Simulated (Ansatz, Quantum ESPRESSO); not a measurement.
## Lattice dynamics of K3OF (Pm-3m) in two programs

How does K3OF (Pm-3m) vibrate, and is this structure a minimum?

Calculated with Quantum ESPRESSO 7.5; DFT LDA, scalar-relativistic, plane waves, PseudoDojo norm-conserving pseudopotentials.

The structure was built from a prototype and need not be the compound's stable phase.

## (1) Set-up

Symmetry: Pm-3m, No. 221, cubic system. The conventional cell has a = 5.282 Å, b = 5.282 Å, c = 5.282 Å, α = 90.00°, β = 90.00°, γ = 90.00°. F has 12 K at 3.73 Å nearest. Nearest to O lie 6 K at 2.64 Å. K has 2 O at 2.64 Å nearest. Farther neighbours and most contacts between anions are not listed.

Structure file:

```
F O K
1.0
     5.28200    0.00000    0.00000
     0.00000    5.28200    0.00000
     0.00000    0.00000    5.28200
F O K
1 1 3
Direct
  0.00000 0.00000 0.00000
  0.50000 0.50000 0.50000
  0.50000 0.50000 0.00000
  0.50000 0.00000 0.50000
  0.00000 0.50000 0.50000
```

## (2) A probe with smearing

Before anything dear is run, a loose run with smearing shows whether this is a metal and how far the cell is from rest.

File probe.in:

```
&control
   calculation = 'scf'
   prefix = 'x'
   outdir = './tmp'
   pseudo_dir = './pseudo'
   tprnfor = .true.
   tstress = .true.
   verbosity = 'high'
/
&system
   ibrav = 1
   celldm(1) = 9.98153339
   nat = 5
   ntyp = 3
   ecutwfc = 84.0
   occupations = 'smearing'
   smearing = 'gaussian'
   degauss = 0.01
/
&electrons
   conv_thr = 1.0d-07
   mixing_beta = 0.7
   electron_maxstep = 100
/
ATOMIC_SPECIES
 F      18.9984  F.upf
 O      15.9990  O.upf
 K      39.0983  K.upf
ATOMIC_POSITIONS crystal
 F      0.000000000   0.000000000   0.000000000
 O      0.500000000   0.500000000   0.500000000
 K      0.500000000   0.500000000   0.000000000
 K      0.500000000   0.000000000   0.500000000
 K      0.000000000   0.500000000   0.500000000
K_POINTS automatic
 4 4 4 0 0 0
```

Command:

```console
OMP_NUM_THREADS=1 mpirun -n 4 pw.x -nk 4 -in probe.in > probe.out
```

Output:

```text
[banners, grids, parts of the stress and lines that vanish by symmetry left out]
Program PWSCF v.7.5
     bravais-lattice index     =            1
     lattice parameter (alat)  =       9.9815  a.u.
[...]
kinetic-energy cutoff     =      84.0000  Ry
     charge density cutoff     =     336.0000  Ry
     scf convergence threshold =      1.0E-07
[...]
Exchange-correlation= SLA  PW   NOGX NOGC
                           (   1   4   0   0   0   0   0)
[...]
48 Sym. Ops., with inversion, found
[...]
(     0          1          0      )
                  (     0          0          1      )
[...]
(  0.0000000  1.0000000  0.0000000 )
                  (  0.0000000  0.0000000  1.0000000 )
[...]
(     0         -1          0      )
                  (     0          0          1      )
[...]
( -1.0000000  0.0000000  0.0000000 )
                  (  0.0000000  1.0000000  0.0000000 )
[...]
number of k points=    10  Gaussian smearing, width (Ry)=  0.0100
[...]
End of self-consistent calculation
[...]
the Fermi energy is     2.8506 ev
!    total energy              =    -261.89414803 Ry
[...]
convergence has been achieved in  12 iterations
[...]
atom    1 type  1   force =     0.00000000    0.00000000    0.00000000
     atom    2 type  2   force =     0.00000000    0.00000000    0.00000000
     atom    3 type  3   force =     0.00000000    0.00000000    0.00000000
     atom    4 type  3   force =     0.00000000    0.00000000    0.00000000
     atom    5 type  3   force =     0.00000000    0.00000000    0.00000000
[...]
Total force =     0.000000     Total SCF correction =     0.000000
[...]
total   stress  (Ry/bohr**3)                   (kbar)     P=      -35.05
[...]
XML data file, charge density, pseudopotentials, collected wavefunctions

   JOB DONE.
```

Wall time 11 s (4 MPI ranks of Intel Xeon 6975P-C (Granite Rapids), shared host).

Numbers from this step:

- volume per atom: 29.47 Å³
- pressure: -3.505 GPa
- gap on the k-mesh: 0.7483 eV

A gap of 0.75 eV opens on this mesh, so the crystal is taken as an insulator; the start stands at -3.5 GPa.

## (3) Relaxation

The relaxation runs at a cutoff a fifth above that of the response, since stress converges more slowly with the basis than frequencies do. Forces and stress are brought to rest with tight thresholds.

File relax.in:

```
&control
   calculation = 'vc-relax'
   prefix = 'x'
   outdir = './tmp'
   pseudo_dir = './pseudo'
   tprnfor = .true.
   tstress = .true.
   forc_conv_thr = 2.0d-05
   etot_conv_thr = 1.0d-07
   nstep = 40
/
&system
   ibrav = 1
   celldm(1) = 9.98153339
   nat = 5
   ntyp = 3
   ecutwfc = 101
   occupations = 'fixed'
   nbnd = 22
/
&electrons
   conv_thr = 1.0d-11
   mixing_beta = 0.7
   electron_maxstep = 100
/
&ions
/
&cell
   press_conv_thr = 0.2
/
ATOMIC_SPECIES
 F      18.9984  F.upf
 O      15.9990  O.upf
 K      39.0983  K.upf
ATOMIC_POSITIONS crystal
 F      0.000000000   0.000000000   0.000000000
 O      0.500000000   0.500000000   0.500000000
 K      0.500000000   0.500000000   0.000000000
 K      0.500000000   0.000000000   0.500000000
 K      0.000000000   0.500000000   0.500000000
K_POINTS automatic
 4 4 4 0 0 0
```

Command:

```console
OMP_NUM_THREADS=1 mpirun -n 4 pw.x -nk 4 -in relax.in > relax.out
```

Output:

```text
[banners, grids, parts of the stress and lines that vanish by symmetry left out]
[banner, memory and clock lines left out]
Program PWSCF v.7.5

[...]
kinetic-energy cutoff     =     101.0000  Ry
     charge density cutoff     =     404.0000  Ry
     scf convergence threshold =      1.0E-11
[...]
energy convergence thresh.=      1.0E-07
     force convergence thresh. =      2.0E-05
     press convergence thresh. =      2.0E-01
     Exchange-correlation= SLA  PW   NOGX NOGC
                           (   1   4   0   0   0   0   0)
[...]
48 Sym. Ops., with inversion, found
[...]
number of k points=    10
[...]
End of self-consistent calculation
[...]
highest occupied, lowest unoccupied level (ev):     2.4574    3.2066
!    total energy              =    -261.89420322 Ry
[...]
convergence has been achieved in  16 iterations
[...]
atom    1 type  1   force =     0.00000000    0.00000000    0.00000000
     atom    2 type  2   force =     0.00000000    0.00000000    0.00000000
     atom    3 type  3   force =     0.00000000    0.00000000    0.00000000
     atom    4 type  3   force =     0.00000000    0.00000000    0.00000000
     atom    5 type  3   force =     0.00000000    0.00000000    0.00000000
     Total force =     0.000000     Total SCF correction =     0.000000
[...]
total   stress  (Ry/bohr**3)                   (kbar)     P=      -34.90
[...]
number of bfgs steps    =   0
[...]
CELL_PARAMETERS (alat=  9.98153339)
[...]
ATOMIC_POSITIONS (crystal)
F                0.0000000000        0.0000000000        0.0000000000
O                0.5000000000        0.5000000000        0.5000000000
K                0.5000000000        0.5000000000        0.0000000000
K                0.5000000000        0.0000000000        0.5000000000
[...]
New effective cutoffs (rho, wfc):  408.61  102.20
[...]
End of self-consistent calculation
[...]
highest occupied, lowest unoccupied level (ev):     2.5780    3.3249
!    total energy              =    -261.89827623 Ry
[...]
convergence has been achieved in   9 iterations
[...]
atom    1 type  1   force =     0.00000000    0.00000000    0.00000000
     atom    2 type  2   force =     0.00000000    0.00000000    0.00000000
     atom    3 type  3   force =     0.00000000    0.00000000    0.00000000
     atom    4 type  3   force =     0.00000000    0.00000000    0.00000000
     atom    5 type  3   force =     0.00000000    0.00000000    0.00000000
     Total force =     0.000000     Total SCF correction =     0.000000
[...]
total   stress  (Ry/bohr**3)                   (kbar)     P=      -33.20
[...]
number of bfgs steps    =   1
[...]
WARNING: bfgs curvature condition failed, Theta= 0.851
[...]
CELL_PARAMETERS (alat=  9.98153339)
[...]
ATOMIC_POSITIONS (crystal)
[...]
New effective cutoffs (rho, wfc):  416.02  104.06
[...]
End of self-consistent calculation
[...]
highest occupied, lowest unoccupied level (ev):     2.7663    3.5085
!    total energy              =    -261.90389116 Ry
[...]
convergence has been achieved in  12 iterations
[...]
atom    1 type  1   force =     0.00000000    0.00000000    0.00000000
     atom    2 type  2   force =     0.00000000    0.00000000    0.00000000
     atom    3 type  3   force =     0.00000000    0.00000000    0.00000000
[...]
New effective cutoffs (rho, wfc):  469.04  117.32
[...]
highest occupied, lowest unoccupied level (ev):     4.2281    4.8944
!    total energy              =    -261.92094174 Ry
[...]
convergence has been achieved in  12 iterations
[...]
Total force =     0.000000     Total SCF correction =     0.000000
[...]
total   stress  (Ry/bohr**3)                   (kbar)     P=        4.17
[...]
number of bfgs steps    =   5
[...]
New effective cutoffs (rho, wfc):  463.78  116.00
[...]
highest occupied, lowest unoccupied level (ev):     4.0744    4.7513
!    total energy              =    -261.92111035 Ry
[...]
convergence has been achieved in  11 iterations
[...]
Total force =     0.000000     Total SCF correction =     0.000000
[...]
total   stress  (Ry/bohr**3)                   (kbar)     P=       -0.43
[...]
number of bfgs steps    =   6
[...]
New effective cutoffs (rho, wfc):  464.28  116.13
[...]
highest occupied, lowest unoccupied level (ev):     4.0889    4.7647
!    total energy              =    -261.92111232 Ry
[...]
convergence has been achieved in   9 iterations
[...]
Total force =     0.000000     Total SCF correction =     0.000000
[...]
total   stress  (Ry/bohr**3)                   (kbar)     P=       -0.01
[...]
number of bfgs steps    =   7
[...]
small trust_radius: resetting bfgs history
[...]
CELL_PARAMETERS (alat=  9.98153339)
[...]
ATOMIC_POSITIONS (crystal)
[...]
New effective cutoffs (rho, wfc):  464.28  116.13
[...]
End of self-consistent calculation
[...]
highest occupied, lowest unoccupied level (ev):     4.0889    4.7648
!    total energy              =    -261.92111232 Ry
[...]
convergence has been achieved in   3 iterations
[...]
atom    3 type  3   force =     0.00000000    0.00000000    0.00000000
     atom    4 type  3   force =     0.00000000    0.00000000    0.00000000
     atom    5 type  3   force =     0.00000000    0.00000000    0.00000000
     Total force =     0.000000     Total SCF correction =     0.000000
[...]
total   stress  (Ry/bohr**3)                   (kbar)     P=       -0.01
[...]
bfgs converged in   9 scf cycles and   8 bfgs steps
[...]
End of BFGS Geometry Optimization
     Final enthalpy           =    -261.9211123190 Ry
     File ./tmp/x.bfgs deleted, as requested
[...]
CELL_PARAMETERS (alat=  9.98153339)
[...]
ATOMIC_POSITIONS (crystal)
[...]
K                0.5000000000        0.0000000000        0.5000000000
K                0.0000000000        0.5000000000        0.5000000000
[...]
Final scf calculation at the relaxed structure.
[...]
kinetic-energy cutoff     =     101.0000  Ry
     charge density cutoff     =     404.0000  Ry
     scf convergence threshold =      1.0E-13
[...]
press convergence thresh. =      2.0E-01
     Exchange-correlation= SLA  PW   NOGX NOGC
                           (   1   4   0   0   0   0   0)
[...]
48 Sym. Ops., with inversion, found
[...]
number of k points=    10
[...]
End of self-consistent calculation
[...]
highest occupied, lowest unoccupied level (ev):     4.0889    4.7648
!    total energy              =    -261.92109775 Ry
[...]
convergence has been achieved in  17 iterations
[...]
atom    1 type  1   force =     0.00000000    0.00000000    0.00000000
     atom    2 type  2   force =     0.00000000    0.00000000    0.00000000
     atom    3 type  3   force =     0.00000000    0.00000000    0.00000000
     atom    4 type  3   force =     0.00000000    0.00000000    0.00000000
     atom    5 type  3   force =     0.00000000    0.00000000    0.00000000
     Total force =     0.000000     Total SCF correction =     0.000000
[...]
total   stress  (Ry/bohr**3)                   (kbar)     P=       -0.02
[...]
XML data file, charge density, pseudopotentials, collected wavefunctions
```

Wall time 2.2 min (4 MPI ranks); 8.7 min of CPU time.

The steps of the relaxation:

| step | energy less that of the first step (eV) | largest force (eV/Å) | pressure (GPa) | volume (Å³) |
| --- | --- | --- | --- | --- |
| 1 | 0.0000 | 0.0000 | -3.49 | 147.37 |
| 2 | -0.0554 | 0.0000 | -3.32 | 144.76 |
| 3 | -0.1318 | 0.0000 | -3.03 | 140.91 |
| 4 | -0.2294 | 0.0000 | -2.49 | 135.26 |
| 5 | -0.3309 | 0.0000 | -1.41 | 127.07 |
| 6 | -0.3638 | 0.0000 | 0.42 | 117.70 |
| 7 | -0.3661 | 0.0000 | -0.04 | 119.71 |
| 8 | -0.3661 | 0.0000 | 0.00 | 119.52 |
| 9 | -0.3661 | 0.0000 | 0.00 | 119.52 |
| 10 | -0.3659 | 0.0000 | 0.00 | 119.52 |

| conventional cell, symmetrised | before | after | change |
| --- | --- | --- | --- |
| a (Å) | 5.282 | 4.926 | -6.7 % |
| b (Å) | 5.282 | 4.926 | -6.7 % |
| c (Å) | 5.282 | 4.926 | -6.7 % |
| volume (Å³/atom) | 29.47 | 23.90 | -18.9 % |

Final coordinates:

```
CELL_PARAMETERS angstrom
4.92582 0.00000 0.00000
0.00000 4.92582 0.00000
0.00000 0.00000 4.92582
ATOMIC_POSITIONS crystal
F 0.00000 0.00000 0.00000
O 0.50000 0.50000 0.50000
K 0.50000 0.50000 0.00000
K 0.50000 0.00000 0.50000
K 0.00000 0.50000 0.50000
```

The last row of the table of steps is pw.x's closing run on a basis chosen anew for the final cell, so its energy can jump.

Read from the output:

```yaml
volume_per_atom: 23.90 Å³
pressure: -0.002 GPa
gap_on_the_k_mesh: 0.6759 eV
```

The volume changes by -18.9 % from the cell with which this run began.

## (4) Ground state

Perturbation theory inherits every error of the wavefunctions, so the threshold is set near the limit of the arithmetic. With a gap, occupations are fixed, which also allows the response to an electric field.

File scf.in:

```
&control
   calculation = 'scf'
   prefix = 'x'
   outdir = './tmp'
   pseudo_dir = './pseudo'
   tprnfor = .true.
   tstress = .true.
/
&system
   ibrav = 1
   celldm(1) = 9.30844271
   nat = 5
   ntyp = 3
   ecutwfc = 84.0
   occupations = 'fixed'
   nbnd = 22
/
&electrons
   conv_thr = 1.0d-12
   mixing_beta = 0.7
   electron_maxstep = 100
/
ATOMIC_SPECIES
 F      18.9984  F.upf
 O      15.9990  O.upf
 K      39.0983  K.upf
ATOMIC_POSITIONS crystal
 F      0.000000000   0.000000000   0.000000000
 O      0.500000000   0.500000000   0.500000000
 K      0.500000000   0.500000000   0.000000000
 K      0.500000000   0.000000000   0.500000000
 K      0.000000000   0.500000000   0.500000000
K_POINTS automatic
 4 4 4 0 0 0
```

Command:

```console
OMP_NUM_THREADS=1 mpirun -n 4 pw.x -nk 4 -in scf.in > scf.out
```

Output:

```text
[banners, grids, parts of the stress and lines that vanish by symmetry left out]
[banner, memory and clock lines left out]
Program PWSCF v.7.5

[...]
kinetic-energy cutoff     =      84.0000  Ry
     charge density cutoff     =     336.0000  Ry
     scf convergence threshold =      1.0E-12
[...]
Exchange-correlation= SLA  PW   NOGX NOGC
                           (   1   4   0   0   0   0   0)
[...]
48 Sym. Ops., with inversion, found
[...]
number of k points=    10
[...]
End of self-consistent calculation
[...]
highest occupied, lowest unoccupied level (ev):     4.0889    4.7648
!    total energy              =    -261.92104361 Ry
[...]
convergence has been achieved in  17 iterations
[...]
atom    1 type  1   force =     0.00000000    0.00000000    0.00000000
     atom    2 type  2   force =     0.00000000    0.00000000    0.00000000
     atom    3 type  3   force =     0.00000000    0.00000000    0.00000000
     atom    4 type  3   force =     0.00000000    0.00000000    0.00000000
     atom    5 type  3   force =     0.00000000    0.00000000    0.00000000
     Total force =     0.000000     Total SCF correction =     0.000000
[...]
total   stress  (Ry/bohr**3)                   (kbar)     P=       -0.10
[...]
XML data file, charge density, pseudopotentials, collected wavefunctions
```

Wall time 13 s (4 MPI ranks); 50 s of CPU time.

This step gave:

```
pressure : -0.01 GPa
```

The cell stands at -0.01 GPa, close enough for phonons.

[end of part 1 of 4]

[Host names and launcher messages were left out of these logs when they were recorded.]

[Logs are printed without paths, hosts, clocks, repeated set-up lines and the standing remarks that a program may print on its own settings, such as how far it seeks lower states.]

[Hosts, paths, dates, database ids (printed as entryN), source tags and the programs' standing remarks are cut or masked in the printed files.]
